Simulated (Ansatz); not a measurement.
# Stretching the linear W chain, part 2 of 3

Wanted: energy, moment and open channels of the linear W chain from 12 % compression to 30 % stretch.

Ansatz 0.2.0; DFT RPBE, plane waves, PAW; relaxation of a chain's period (the session's first sound run).

So far, absolute moment (μB): step 2 (the relaxed wire) 0.0474.

**3. At a set period, period over the relaxed period 0.88, k-mesh 1×1×40**

This step: DFT RPBE, plane waves, PAW; channels and complex bands of a perfect chain (Ansatz 0.2.0).

The period is set to 0.88 times the relaxed one: shorter bonds widen the bands.

The cell differs from the one that the last finished run ended in (c 2.307 → 2.030 Å).

Contents of input.yaml:

```yaml
crystal:
  lattice:
    - [7.5, 0.0, 0.0]
    - [0.0, 7.5, 0.0]
    - [0.0, 0.0, 2.0301168897]
  atoms:
    - { symbol: W, position: [0.5, 0.5, 0.0], spin: 2.0 }
magnetization:
  spin_polarized: true
kpoints:
  mp_grid: { grid: [1, 1, 40] }
scf:
  occupations: { method: fermi_dirac, width: 0.05 }
hamiltonian:
  xc: rpbe
output:
  transmission:
    e_range: [-2, 2]
    de: 0.035
    kmesh: [1, 1]
    reduced_basis: true
    leads: [[0, 0]]
  stress: true
```

Command:

```bash
$ ansatz run input.yaml --threads 4 --pin off --max-ram 8192MiB --backend cpu --events-out ev --progress --plain --runs-dir out
```

Numbers of over 12 decimals in the logs are rounded to 6 here.

The log of the run:

```text
[...]
Crystal: 1 atoms, lattice volume = 114.194 Å³
Basis set: ecut = 420 eV, 2239 PW (Γ)
Bands: 12, of which v1, the nominal top of the filled ones, is band 7 counted from 1 (6 counted from 0)
Symmetry: 16 space group operations
[...]
k-points: 21 of 40
[...]
Starting moments: Σ|m| = 2 μB on 1 of 1 site
[...]
SCF iter   1: F=—  HF=-10389.388167 eV  |F-HF|=—  |Δ(HF+E_count)|=         —  Δρ=3.28e-2 (↑2.05e-2 ↓3.28e-2)  dr2=1.78e0  dr2_m=5.28e-1  M=0.481 μB ∫|m|=0.483 μB  β_m=0.30  ethr=3.10e-3  ⟨swp⟩=6.8  Hψ=3281  notcnv=0
[...]
SCF iter  11: F=-10391.015262 eV  HF=-10391.015262 eV  |F-HF|=3.64e-12  |Δ(HF+E_count)|=  2.73e-11  Δρ=2.31e-8 (↑2.29e-8 ↓2.31e-8)  dr2=2.36e-13  dr2_m=5.10e-13  M=-0.000 μB ∫|m|=0.000 μB  ethr=1.00e-12  ⟨swp⟩=3.4  Hψ=1758  notcnv=0
SCF 1 converged in 11 iterations: F = -10391.015262 eV  dr2 = 2.36e-13
[...]
WARN: the starting moments were not kept: the SCF closed with an absolute magnetisation of 1.9e-6 μB, where they sum to 2 μB in size (1 site). That is at most 0.1 of that sum. Measured as dr2_m measures the in/out step, that magnetisation stands 7.3e-13 eV from none, at or under the dr2_threshold of 1.0e-7 eV: it is no larger than a step whose dr2_m would equal this threshold. The system may hold no moment; this SCF  [...]
transmission: 6 of 36 steps passed
transmission: 9 of 36 steps passed
[...]
transmission: 36 of 36 steps passed
SCF converged after 11 iterations
Magnetization: -0.0000 μB (7.0000 up, 7.0000 down)
Absolute magnetization: 0.0000 μB (∫|ρ↑−ρ↓|, with the PAW one-centre terms)
[...]
Per-site moments (μB) at R_I (Å): [(-5.303988919002755e-7, 0.837423)]
Free energy (F): -10391.015262 eV
[...]
Internal energy: -10391.004532 eV  (E = F + TS)
E sigma→0 (E₀):  -10391.009897 eV
Entropy (-TS):   -0.010730 eV (-10.730 meV/atom)
Fermi energy:    -0.670814 eV
[...]
--- Stress (GPa, compression-positive) ---
       -0.238108       0.000000       0.000000
        0.000000      -0.238108       0.000000
        0.000000       0.000000      28.947994
  P = ⅓ Tr σ = 9.4906 GPa (94.906 kbar)
--- Band table (eV; the first three rows and the last of 42) ---
  k-point 0 ↑: bands = [... 3 lower, -34.5967, -6.4107, -3.6957, -2.0141, -1.9906, 1.2931, 1.2931, 3.1256, ... 1 higher]
  k-point 1 ↑: bands = [... 3 lower, -34.6709, -6.2862, -3.6732, -1.9963, -1.9728, 1.2930, 1.2930, 3.1484, ... 1 higher]
  k-point 2 ↑: bands = [... 3 lower, -34.8887, -5.9181, -3.6057, -1.9429, -1.9196, 1.2885, 1.2885, 3.2169, ... 1 higher]
  k-point 20 ↓: bands = [... 3 lower, -37.7258, -5.7499, -5.7499, 2.0788, 2.0809, 3.1341, 6.5162, 10.4341, ... 1 higher]
--- Transmission ---
  basis      : 497 plane waves across, 3 finite elements along
  points     : 1, standing for a mesh of 1 x 1
  filling    : by the input's occupations and mesh, since the crystals that have channels conduct as metals do. If one of these is a semiconductor, that mesh has misplaced its level
  energies   : 115 from -2.000000 to 1.990000 eV about the Fermi level, 0.035000 eV apart; the leads are filled to 0.000000 eV, and channels, transmission and decay are at -0.005000 eV
  crystal 0  : W1, at the sites [0, 0], period 2.0301 Å: whole cells are its period
    offset         : up to 0.0000 Å between an atom of the period and one for which it stands
    filled         : 21.0 meV under the level at which it is neutral
    channels       : 6.000000e0 up, 6.000000e0 down
    conductance    : 8.2646e14 S/m² at 300 K; may be off by some 0.0 % by where its bands' edges are placed, 0.0 % from the distance to neutral
```

It took 22 s on 4 threads of Intel Xeon Platinum 8488C (Sapphire Rapids), shared host; peak memory 0.54 GiB.

In the SCF lines HF is the Harris–Foulkes energy and dr2 the Hartree energy of the density residual, in eV; the loop may stop once dr2 is under the threshold and the program's other checks hold. Hψ counts applications of the Hamiltonian.

Numbers from this step:

```
energy at zero smearing                                   : -10391.0099 eV
channels at the energy nearest the Fermi level, spin up   : 6
channels at the energy nearest the Fermi level, spin down : 6
conductance of the lead as this run defines it            : 6.000 G₀
band gap                                                  : 0 eV
```

Open channels of the lead against energy, zero at the Fermi level:

| energy (eV) | spin up | spin down |
| --- | --- | --- |
| -2.000 | 4 | 4 |
| -1.790 | 4 | 4 |
| -1.615 | 4 | 4 |
| -1.405 | 4 | 4 |
| -1.195 | 6 | 6 |
| -0.985 | 6 | 6 |
| -0.810 | 6 | 6 |
| -0.600 | 6 | 6 |
| -0.390 | 6 | 6 |
| -0.215 | 6 | 6 |
| -0.005 | 6 | 6 |
| 0.205 | 6 | 6 |
| 0.415 | 6 | 6 |
| 0.590 | 6 | 6 |
| 0.800 | 6 | 6 |
| 1.010 | 6 | 6 |
| 1.185 | 6 | 6 |
| 1.395 | 6 | 6 |
| 1.605 | 6 | 6 |
| 1.815 | 6 | 6 |

At the computed energy nearest the Fermi level there are 6 spin-up and 6 spin-down channels, and the thermal average gives 6.00 G₀.

**4. At a set period, period over the relaxed period 0.92, k-mesh 1×1×38**

The period is set to 0.92 times the relaxed one: shorter bonds widen the bands.

The cell differs from the one that the last finished run ended in (c 2.030 → 2.122 Å).

Changes to input.yaml since step 3:

```diff
@@ -4,3 +4,3 @@
     - [0.0, 7.5, 0.0]
-    - [0.0, 0.0, 2.0301168897]
+    - [0.0, 0.0, 2.1223949301]
   atoms:
@@ -10,3 +10,3 @@
 kpoints:
-  mp_grid: { grid: [1, 1, 40] }
+  mp_grid: { grid: [1, 1, 38] }
 scf:
```

The log of the run:

```text
[...]
Crystal: 1 atoms, lattice volume = 119.385 Å³
Basis set: ecut = 420 eV, 2335 PW (Γ)
Bands: 12, of which v1, the nominal top of the filled ones, is band 7 counted from 1 (6 counted from 0)
Symmetry: 16 space group operations
[...]
k-points: 20 of 38
[...]
Starting moments: Σ|m| = 2 μB on 1 of 1 site
[...]
--- Transmission ---
  basis      : 497 plane waves across, 3 finite elements along
  points     : 1, standing for a mesh of 1 x 1
[...]
crystal 0  : W1, at the sites [0, 0], period 2.1224 Å: whole cells are its period
[...]
filled         : 22.1 meV over the level at which it is neutral
    channels       : 6.000000e0 up, 6.000000e0 down
[...]
[key lines of the parts left out:]
SCF converged after 11 iterations
Magnetization: 0.0000 μB (7.0000 up, 7.0000 down)
Free energy (F): -10391.701183 eV
Fermi energy:    -0.882681 eV
P = ⅓ Tr σ = 4.7229 GPa (47.229 kbar)
```

The job ended after 20 s (4 threads; peak memory 0.54 GiB; 61 s of CPU time).

At the computed energy nearest the Fermi level there are 6 spin-up and 6 spin-down channels, and the thermal average gives 6.00 G₀.

**5. The chain at a fixed length, period over the relaxed period 0.96, k-mesh 1×1×37**

The period is set to 0.96 times the relaxed one: shorter bonds widen the bands.

The cell differs from the one that the last finished run ended in (c 2.122 → 2.215 Å).

Changes to input.yaml since step 4:

```diff
@@ -4,3 +4,3 @@
     - [0.0, 7.5, 0.0]
-    - [0.0, 0.0, 2.1223949301]
+    - [0.0, 0.0, 2.2146729706]
   atoms:
@@ -10,3 +10,3 @@
 kpoints:
-  mp_grid: { grid: [1, 1, 38] }
+  mp_grid: { grid: [1, 1, 37] }
 scf:
```

The log of the run:

```text
[...]
Crystal: 1 atoms, lattice volume = 124.575 Å³
Basis set: ecut = 420 eV, 2463 PW (Γ)
Bands: 12, of which v1, the nominal top of the filled ones, is band 7 counted from 1 (6 counted from 0)
Symmetry: 16 space group operations
[...]
k-points: 19 of 37
[...]
Starting moments: Σ|m| = 2 μB on 1 of 1 site
[...]
--- Transmission ---
  basis      : 497 plane waves across, 3 finite elements along
  points     : 1, standing for a mesh of 1 x 1
[...]
crystal 0  : W1, at the sites [0, 0], period 2.2147 Å: whole cells are its period
[...]
filled         : 11.3 meV under the level at which it is neutral
    channels       : 6.000000e0 up, 6.000000e0 down
[...]
[key lines of the parts left out:]
SCF converged after 12 iterations
Magnetization: -0.0000 μB (7.0000 up, 7.0000 down)
Free energy (F): -10392.026730 eV
Fermi energy:    -1.087590 eV
P = ⅓ Tr σ = 1.8102 GPa (18.102 kbar)
```

Run time: 19 s. Hardware: 4 threads; peak memory 0.53 GiB.

At the computed energy nearest the Fermi level there are 6 spin-up and 6 spin-down channels, and the thermal average gives 6.00 G₀.

**6. At a set period, period over the relaxed period 1, k-mesh 1×1×35**

The period is set to 1.0 times the relaxed one, as the point of reference.

Changes to input.yaml since step 5:

```diff
@@ -4,3 +4,3 @@
     - [0.0, 7.5, 0.0]
-    - [0.0, 0.0, 2.2146729706]
+    - [0.0, 0.0, 2.306951011]
   atoms:
@@ -10,3 +10,3 @@
 kpoints:
-  mp_grid: { grid: [1, 1, 37] }
+  mp_grid: { grid: [1, 1, 35] }
 scf:
```

The log of the run:

```text
[...]
Crystal: 1 atoms, lattice volume = 129.766 Å³
Basis set: ecut = 420 eV, 2527 PW (Γ)
Bands: 12, of which v1, the nominal top of the filled ones, is band 7 counted from 1 (6 counted from 0)
Symmetry: 16 space group operations
[...]
k-points: 18 of 35
[...]
Starting moments: Σ|m| = 2 μB on 1 of 1 site
[...]
--- Transmission ---
  basis      : 497 plane waves across, 3 finite elements along
  points     : 1, standing for a mesh of 1 x 1
[...]
crystal 0  : W1, at the sites [0, 0], period 2.3070 Å: whole cells are its period
[...]
filled         : 25.2 meV over the level at which it is neutral
    channels       : 6.000000e0 up, 6.000000e0 down
[...]
[key lines of the parts left out:]
SCF converged after 13 iterations
Magnetization: 0.0000 μB (7.0000 up, 7.0000 down)
Free energy (F): -10392.124264 eV
Fermi energy:    -1.170659 eV
P = ⅓ Tr σ = -0.2861 GPa (-2.861 kbar)
```

Wall time 18 s (4 threads); peak memory 0.52 GiB; 54 s of CPU time.

At the computed energy nearest the Fermi level there are 6 spin-up and 6 spin-down channels, and the thermal average gives 6.00 G₀.

**7. The chain at a fixed length, period over the relaxed period 1.04, k-mesh 1×1×34**

The period is set to 1.04 times the relaxed one: longer bonds narrow the bands.

The cell differs from the one that the last finished run ended in (c 2.307 → 2.399 Å).

Changes to input.yaml since step 6:

```diff
@@ -4,3 +4,3 @@
     - [0.0, 7.5, 0.0]
-    - [0.0, 0.0, 2.306951011]
+    - [0.0, 0.0, 2.3992290514]
   atoms:
@@ -10,3 +10,3 @@
 kpoints:
-  mp_grid: { grid: [1, 1, 35] }
+  mp_grid: { grid: [1, 1, 34] }
 scf:
```

The log of the run:

```text
[...]
Crystal: 1 atoms, lattice volume = 134.957 Å³
Basis set: ecut = 420 eV, 2617 PW (Γ)
Bands: 12, of which v1, the nominal top of the filled ones, is band 7 counted from 1 (6 counted from 0)
Symmetry: 16 space group operations
[...]
k-points: 18 of 34
[...]
Starting moments: Σ|m| = 2 μB on 1 of 1 site
[...]
--- Transmission ---
  basis      : 497 plane waves across, 3 finite elements along
  points     : 1, standing for a mesh of 1 x 1
[...]
crystal 0  : W1, at the sites [0, 0], period 2.3992 Å: whole cells are its period
[...]
filled         : 31.2 meV over the level at which it is neutral
    channels       : 6.000000e0 up, 6.000000e0 down
[...]
[key lines of the parts left out:]
SCF converged after 16 iterations
Magnetization: -0.0001 μB (7.0000 up, 7.0000 down)
Free energy (F): -10392.044674 eV
Fermi energy:    -1.285225 eV
P = ⅓ Tr σ = -1.6442 GPa (-16.442 kbar)
```

Wall time 18 s (4 threads); peak memory 0.53 GiB.

At the computed energy nearest the Fermi level there are 6 spin-up and 6 spin-down channels, and the thermal average gives 6.00 G₀. The change of length costs 0.082 eV a cell and leaves no moment.

**8. At a set period, period over the relaxed period 1.08, k-mesh 1×1×33**

The period is set to 1.08 times the relaxed one: longer bonds narrow the bands.

The cell differs from the one that the last finished run ended in (c 2.399 → 2.492 Å).

Changes to input.yaml since step 7:

```diff
@@ -4,3 +4,3 @@
     - [0.0, 7.5, 0.0]
-    - [0.0, 0.0, 2.3992290514]
+    - [0.0, 0.0, 2.4915070919]
   atoms:
@@ -10,3 +10,3 @@
 kpoints:
-  mp_grid: { grid: [1, 1, 34] }
+  mp_grid: { grid: [1, 1, 33] }
 scf:
```

The log of the run:

```text
[...]
Crystal: 1 atoms, lattice volume = 140.147 Å³
Basis set: ecut = 420 eV, 2745 PW (Γ)
Bands: 12, of which v1, the nominal top of the filled ones, is band 7 counted from 1 (6 counted from 0)
Symmetry: 16 space group operations
[...]
k-points: 17 of 33
[...]
Starting moments: Σ|m| = 2 μB on 1 of 1 site
[...]
--- Transmission ---
  basis      : 497 plane waves across, 4 finite elements along
  points     : 1, standing for a mesh of 1 x 1
[...]
crystal 0  : W1, at the sites [0, 0], period 2.4915 Å: whole cells are its period
[...]
filled         : 6.4 meV over the level at which it is neutral
    channels       : 6.000000e0 up, 4.000000e0 down
[...]
[key lines of the parts left out:]
SCF converged after 11 iterations
Magnetization: 2.0318 μB (8.0159 up, 5.9841 down)
Free energy (F): -10391.940920 eV
Fermi energy:    -1.159989 eV
P = ⅓ Tr σ = -1.3348 GPa (-13.348 kbar)
```

Run time: 25 s. Hardware: 4 threads; peak memory 0.65 GiB; 78 s of CPU time.

At the computed energy nearest the Fermi level there are 6 spin-up and 4 spin-down channels, and the thermal average gives 5.00 G₀. The change of length costs 0.185 eV a cell and leaves an absolute moment of 2.03 μB a cell.

Between step 3 and this run (period over the relaxed period 1.08 and k-mesh 1×1×33) the value for the conductance of the lead as this run defines it moves from 6.00 G₀ to 5.00 G₀ (-17 %).

**9. The chain at a fixed length, period over the relaxed period 1.13, k-mesh 1×1×31**

The period is set to 1.13 times the relaxed one: longer bonds narrow the bands.

The cell differs from the one that the last finished run ended in (c 2.492 → 2.607 Å).

Changes to input.yaml since step 8:

```diff
@@ -4,3 +4,3 @@
     - [0.0, 7.5, 0.0]
-    - [0.0, 0.0, 2.4915070919]
+    - [0.0, 0.0, 2.6068546424]
   atoms:
@@ -10,3 +10,3 @@
 kpoints:
-  mp_grid: { grid: [1, 1, 33] }
+  mp_grid: { grid: [1, 1, 31] }
 scf:
```

The log of the run:

```text
[...]
Crystal: 1 atoms, lattice volume = 146.636 Å³
Basis set: ecut = 420 eV, 2873 PW (Γ)
Bands: 12, of which v1, the nominal top of the filled ones, is band 7 counted from 1 (6 counted from 0)
Symmetry: 16 space group operations
[...]
k-points: 16 of 31
[...]
Starting moments: Σ|m| = 2 μB on 1 of 1 site
[...]
--- Transmission ---
  basis      : 497 plane waves across, 4 finite elements along
  points     : 1, standing for a mesh of 1 x 1
[...]
crystal 0  : W1, at the sites [0, 0], period 2.6069 Å: whole cells are its period
[...]
filled         : 12.1 meV under the level at which it is neutral
    channels       : 6.000000e0 up, 4.000000e0 down
[...]
[key lines of the parts left out:]
SCF converged after 12 iterations
Magnetization: 2.4468 μB (8.2234 up, 5.7766 down)
Free energy (F): -10391.757363 eV
Fermi energy:    -1.344686 eV
P = ⅓ Tr σ = -1.7866 GPa (-17.866 kbar)
```

Run time: 23 s. Hardware: 4 threads; peak memory 0.61 GiB; 73 s of CPU time.

The open channels of the lead by energy, zero at the Fermi level:

| energy (eV) | spin up | spin down |
| --- | --- | --- |
| -2.00 | 4 | 1 |
| -1.90 | 4 | 1 |
| -1.79 | 4 | 1 |
| -1.69 | 4 | 1 |
| -1.58 | 4 | 1 |
| -1.48 | 4 | 1 |
| -1.37 | 4 | 3 |
| -1.23 | 4 | 3 |
| -1.12 | 4 | 3 |
| -1.02 | 6 | 3 |
| -0.92 | 6 | 3 |
| -0.81 | 6 | 3 |
| -0.70 | 6 | 3 |
| -0.60 | 6 | 3 |
| -0.49 | 6 | 3 |
| -0.39 | 6 | 3 |
| -0.28 | 6 | 4 |
| -0.18 | 6 | 4 |
| -0.07 | 6 | 4 |
| -0.01 | 6 | 4 |
| 0.07 | 6 | 4 |
| 0.17 | 6 | 4 |
| 0.28 | 3 | 4 |
| 0.38 | 3 | 4 |
| 0.48 | 3 | 4 |
| 0.59 | 3 | 4 |
| 0.69 | 3 | 4 |
| 0.80 | 3 | 5 |
| 0.91 | 3 | 6 |
| 1.01 | 3 | 6 |
| 1.11 | 3 | 6 |
| 1.22 | 3 | 6 |
| 1.36 | 3 | 6 |
| 1.47 | 3 | 6 |
| 1.57 | 3 | 6 |
| 1.68 | 3 | 6 |
| 1.78 | 1 | 6 |
| 1.89 | 1 | 6 |
| 1.99 | 1 | 6 |

At the computed energy nearest the Fermi level there are 6 spin-up and 4 spin-down channels, and the thermal average gives 5.00 G₀. The change of length costs 0.371 eV a cell and leaves an absolute moment of 2.45 μB a cell.

Between step 3 and this run (period over the relaxed period 1.13 and k-mesh 1×1×31) the value for the conductance of the lead as this run defines it moves from 6.00 G₀ to 5.00 G₀ (-17 %).

[end of part 2 of 3]

[Logs are printed without paths, hosts, clocks, repeated set-up lines and the standing remarks that a program may print on its own settings, such as how far it seeks lower states.]

[Hosts, paths, dates, database ids (printed as entryN), source tags and the programs' standing remarks are cut or masked in the printed files.]
